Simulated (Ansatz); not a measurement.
# Structural relaxation of bare Ca-Sr alloy nanowire along [110] (30 atoms), part 2 of 2

Wanted: the relaxed structure of bare Ca-Sr alloy nanowire along [110] (30 atoms) and its electronic structure.

Ansatz 0.2.0; Kohn-Sham DFT, PBE, PAW (set soft_2), plane waves.

The cell: 20 Ca and 10 Sr. The host structure and its lattice constant were typed by rule, without a check against the phase diagram.

So far. Step 3 (Relaxation): The relaxation changed the energy by -11.9 meV/atom, and atoms moved by 0.30 Å r.m.s., 0.62 Å at most.

### Step 5. Single point at the relaxed geometry

One more single point at the end of the walk gives the fuller output and checks the residual forces.

input.yaml reads:

```yaml
crystal:
  lattice:
    - [20.176, 0.0, 0.0]
    - [0.0, 24.80525, 0.0]
    - [0.0, 0.0, 7.90263]
  atoms:
    - { symbol: Ca, position: [0.36793, 0.26766, 0.24877] }
    - { symbol: Sr, position: [0.35908, 0.2585, 0.74827] }
    - { symbol: Ca, position: [0.35853, 0.42164, 0.26507] }
    - { symbol: Sr, position: [0.3556, 0.42019, 0.76261] }
    [... 20 atom lines left out ...]
    - { symbol: Sr, position: [0.49994, 0.65873, 0.48973] }
    - { symbol: Ca, position: [0.64536, 0.72886, 0.72305] }
    - { symbol: Ca, position: [0.51291, 0.80873, 0.9684] }
    - { symbol: Ca, position: [0.51309, 0.81132, 0.46517] }
    - { symbol: Ca, position: [0.76833, 0.48631, 0.01428] }
    - { symbol: Ca, position: [0.76979, 0.48736, 0.51363] }
kpoints:
  mp_grid: { grid: [1, 1, 3] }
hamiltonian:
  xc: pbe
scf:
  occupations: { method: methfessel_paxton, width: 0.15 }
output:
  forces: true
  populations: true
  dos:
    method: { smearing: { sigma: 0.1 } }
    de: 0.1
    projected: { site_lists: { Ca: [Ca], Sr: [Sr] } }
  eigenvalues: true
  write_density: true
  write_potential: true
  volumetric_format: npy
  elf: true
```

Launch:

```
$ ansatz run input.yaml --threads 4 --pin off --max-ram 8192MiB --backend cpu --events-out ev --progress --plain --runs-dir out
```

Numbers of over 12 decimals in the logs are rounded to 6 here.

The program printed:

```text
[...]
Crystal: 30 atoms, lattice volume = 3955.035 Å³
Basis set: ecut = 420 eV, 77311 PW (Γ), exchange–correlation on 270×360×108 points (8 copies of the dense FFT grid, shifted against one another)
Bands: 180, of which v1, the nominal top of the filled ones, is band 150 counted from 1 (149 counted from 0)
Symmetry: 1 space group operations
[...]
k-points: 2 of 3 (time reversal used)
[...]
SCF iter   1: F=—  HF=-71767.420044 eV  |F-HF|=—  |Δ(HF+E_count)|=         —  Δρ=3.21e-3  dr2=1.46e1  ethr=1.77e-3  ⟨swp⟩=15.0  Hψ=2185  notcnv=0
[...]
SCF iter  11: F=-71766.813300 eV  HF=-71766.813300 eV  |F-HF|=2.60e-8  |Δ(HF+E_count)|=   8.93e-9  S|Δr|=    0.00e0  Δρ=6.54e-7  dr2=5.64e-8  ethr=3.33e-11  ⟨swp⟩=29.0  Hψ=3476  notcnv=0
SCF 1 converged in 11 iterations: F = -71766.813300 eV  dr2 = 5.64e-8
[...]
WARN: The output density's exchange-correlation potential varies sharply where the density is thin. Do not read a vacuum level from v_tot or v_xc, or from such a field of the output density. On a cell that repeats whose density bears no net charge and no dipole along the vacuum's axis use v_es (v_loc + v_h of the components); [...]
SCF converged after 11 iterations
[...]
Free energy (F): -71766.813300 eV
[...]
Internal energy: -71766.751596 eV  (E = F + TS)
E sigma→0 (E₀):  -71766.797874 eV
Entropy (-TS):   -0.061704 eV (-2.057 meV/atom)
Fermi energy:    0.209337 eV
[...]
--- Forces (eV/Å), atoms counted from 1 ---
  atom   1  Ca     0.02147315    -0.00897603    -0.00309253
  atom   2  Sr    -0.02565489    -0.02244765    -0.00048910
  atom   3  Ca    -0.00474528     0.00138312     0.01101579
  atom   4  Sr    -0.00069028    -0.00935219    -0.00200463
  atom   5  Ca     0.00805215     0.01544065     0.01050381
  atom   6  Ca    -0.00977644    -0.00355301     0.01300741
  atom   7  Sr     0.00733985     0.01152767     0.00595320
  atom   8  Sr     0.00634628    -0.00425703     0.00404162
  atom   9  Ca     0.01133094    -0.00102921    -0.01470160
  atom  10  Sr     0.00295375    -0.01070152    -0.01262581
  atom  11  Sr     0.00109497    -0.00196418    -0.00401452
  atom  12  Sr    -0.01098503    -0.00086203    -0.00975081
  atom  13  Sr     0.00151554    -0.00693854    -0.00896587
  atom  14  Ca     0.00761941     0.01754076    -0.00494449
[...]
atom  29  Ca    -0.01223700    -0.01395724     0.00513944
  atom  30  Ca    -0.01558079    -0.01866500     0.00156327
  max |Σ_I F_I| component: 4.05e-5 eV/Å
--- Band table (eV) ---
[...]
--- Löwdin populations: 30 sites ---
  site symbol       q [e]
     0     Ca      9.5359
     1     Sr      9.5030
     2     Ca      9.5468
[...]
29     Ca      9.5691
  spilling = 0.046603 (of n_electrons = 300.000000)
```

Wall time 72 s (4 threads of Intel Xeon Platinum 8488C (Sapphire Rapids), shared host); peak memory 5.6 GiB.

The program notes that the exchange-correlation potential is rough where the density is thin.

Numbers from this run:

| Property | Result |
| --- | --- |
| free energy | -71766.8133 eV |
| free energy per atom | -2392.2271 eV/atom |
| SCF cycles | 11 |
| r.m.s. force component | 0.01016 eV/Å |
| longest force | 0.03409 eV/Å |
| Fermi energy | 0.2093 eV |
| levels partly filled by over 2 per cent | 13 |
| spilling of the projection | 0.0466 |

States in the cell by windows of 1 eV, zero at the Fermi level; the larger projections on atomic orbitals stand beside the total:

```
from (eV)  to (eV)  total  Ca s  Sr s
      -14       -4    0.0   0.0   0.0
       -4       -3    3.7   2.6   1.0
       -3       -2   10.6   7.1   3.1
       -2       -1   19.8  11.6   5.8
       -1        0   28.2   9.5   5.4
```

Between -26 and -14 eV lie 180 more states.

The stored curve holds about 242 of the 300 electrons; the rest, give or take the few that broadening carries across the Fermi level, lie in deeper levels below its range.

The levels nearest the highest filled one (over half full), pooled over k-points and spins:

```
level less the highest filled one (eV)  occupation
                               -0.0619        1.65
                               -0.0459        1.50
                               -0.0214        1.25
                               -0.0186        1.22
                               -0.0061        1.08
                                     0        1.01
                                0.0178       0.812
                                0.0517       0.463
                                0.0641       0.353
                                0.0796       0.234
                                0.0876       0.181
                                 0.111       0.058
```

Valence density in the cb plane at fractional x = 0.503, with atoms of Ca and Sr within 0.2 Å of it. It is the smooth field of the valence electrons, not physical close to the nuclei.

Values in e/Å³, 13 rows by 16 columns, each cell a mean:
```
0.0 0.0 0.0 0.0 0.0 0.0 0.0 0.0 0.0 0.0 0.0 0.0 0.0 0.0 0.0 0.0
0.1 0.0 0.0 0.0 0.0 0.0 0.1 0.1 0.1 0.0 0.0 0.0 0.0 0.0 0.0 0.1
2.2 0.4 0.1 0.1 0.1 0.2 1.5 3.2 2.0 0.4 0.1 0.1 0.1 0.2 1.4 3.2
0.2 0.1 0.1 0.1 0.1 0.1 0.1 0.2 0.2 0.1 0.1 0.1 0.1 0.1 0.1 0.2
3.1 0.9 0.1 0.1 0.1 0.1 0.9 1.9 1.9 1.0 0.2 0.1 0.1 0.1 0.8 3.0
0.2 0.2 0.1 0.0 0.0 0.1 0.1 0.1 0.1 0.1 0.1 0.0 0.0 0.1 0.1 0.2
1.9 1.5 0.4 0.1 0.1 0.1 0.3 1.9 3.4 1.7 0.2 0.1 0.1 0.1 0.4 1.5
0.1 0.1 0.1 0.1 0.1 0.1 0.1 0.1 0.1 0.1 0.1 0.1 0.1 0.1 0.1 0.1
3.6 1.5 0.2 0.1 0.1 0.1 0.5 2.5 3.5 1.4 0.2 0.1 0.1 0.1 0.5 2.4
0.1 0.1 0.1 0.0 0.0 0.1 0.1 0.1 0.1 0.1 0.1 0.0 0.0 0.1 0.1 0.1
2.0 1.1 0.2 0.1 0.1 0.1 0.7 1.8 1.9 1.1 0.2 0.1 0.1 0.1 0.7 1.8
0.1 0.1 0.0 0.0 0.0 0.0 0.0 0.1 0.1 0.0 0.0 0.0 0.0 0.0 0.0 0.1
0.0 0.0 0.0 0.0 0.0 0.0 0.0 0.0 0.0 0.0 0.0 0.0 0.0 0.0 0.0 0.0
```
Columns run along c (7.9 Å), rows up along b (24.8 Å). Atoms in or near the plane, at fractional coordinates: Ca at (0.01, 0.34), Ca at (0.50, 0.34), Sr at (0.02, 0.51), Ca at (0.52, 0.50), Ca at (0.99, 0.66), Sr at (0.49, 0.66), Ca at (0.97, 0.81).

Electrostatic potential energy in the cb plane at fractional x = 0.503, with atoms of Ca and Sr within 0.2 Å of it. With pseudopotentials it is smooth inside the atoms' cores, unlike the true potential.

Ten even steps from '0' (-68 eV) to '9' (3 eV), each cell a mean:
```
9999999999999999999999
9999999999999999999999
9999999999999999999999
7899999987678999999877
2589999862026899998620
7899999988788999999887
9999999999999999999999
3589999975324799999864
2579999873113789999752
9999999999889999999999
8899999999989999999998
0148999986323689999861
4478999997545789999975
9999999999999999999999
8899999999888999999998
1268999985102689999852
5689999998667899999986
9999999999999999999999
6789999987667899999986
0058999872001689998730
6789999988777899999987
9999999999999999999999
9999999999999999999999
9999999999999999999999
```
Columns run along c (7.9 Å; values clipped at the 3rd and 97th percentile), rows up along b (24.8 Å). Atoms in or near the plane, at fractional coordinates: Ca at (0.01, 0.34), Ca at (0.50, 0.34), Sr at (0.02, 0.51), Ca at (0.52, 0.50), Ca at (0.99, 0.66), Sr at (0.49, 0.66), Ca at (0.97, 0.81).

A closer look about Ca23, which has 12 bonded neighbours where the commonest count for Ca is 7: 13 atoms, nearest first, numbered in the order of the input, with positions taken from that point.

```
atom      x      y      z  distance (Å)  bonds
Ca23   0.00   0.00   0.00          0.00     12
Ca27   0.21   3.69  -0.16          3.70      7
 Ca9  -2.69   1.91   1.81          3.76      7
Ca24   2.84   1.78   1.83          3.81      7
Sr19  -0.18  -3.83   0.23          3.84     12
Ca22   2.79  -2.11  -1.79          3.93     10
Sr25  -0.05  -0.03  -3.95          3.95     12
Ca26   2.88   1.71  -2.10          3.96      7
Sr25  -0.05  -0.03   3.96          3.96     12
 Sr8  -3.18  -1.79  -1.75          4.05     10
Ca20   2.84  -2.02   2.16          4.10     10
 Ca6  -3.08  -2.00   2.20          4.28     10
Sr10  -2.92   2.30  -2.12          4.28      7
```

The column of bonds counts only the pairs Ca-Ca within 4.63 Å, Ca-Sr within 4.63 Å, Sr-Sr within 4.63 Å; other neighbours, such as metal atoms beside each other in a compound, aren't counted, and periodic images can show an atom twice.

### Step 6. Summary of results

| Item | Value |
| --- | --- |
| energy change in the relaxation | -11.92 meV/atom |
| r.m.s. displacement | 0.305 Å |
| largest displacement | 0.625 Å |
| free energy per atom | -2392.2271 eV/atom |
| r.m.s. force component | 0.01016 eV/Å |
| wall time of the 3 DFT runs | 5.3 min |

In words: Relaxation lowers the energy by 11.9 meV/atom and moves atoms by 0.30 Å r.m.s.; the r.m.s. force component goes from 0.11 to 0.010 eV/Å. By the final cutoffs no bond was broken or made. The energy was still falling by growing amounts at the end, so a soft direction may be left unrelaxed. From the first step to the last the energy fell by 0.357 eV, and the largest move was 0.63 Å (Sr12). The Sr-Sr bonds change most in mean length: from 3.950 Å (spread 0.033) to 4.116 Å (spread 0.092). Counting bonds as in the table, 35 % of Ca atoms have 7 and 50 % of Sr atoms have 7 bonded neighbours. 13 levels are partly filled, by over 2 % (on the run's k-points), as in a metal.

[Logs are printed without paths, hosts, clocks, repeated set-up lines and the standing remarks that a program may print on its own settings, such as how far it seeks lower states.]

[Hosts, paths, dates, database ids (printed as entryN), source tags and the programs' standing remarks are cut or masked in the printed files.]
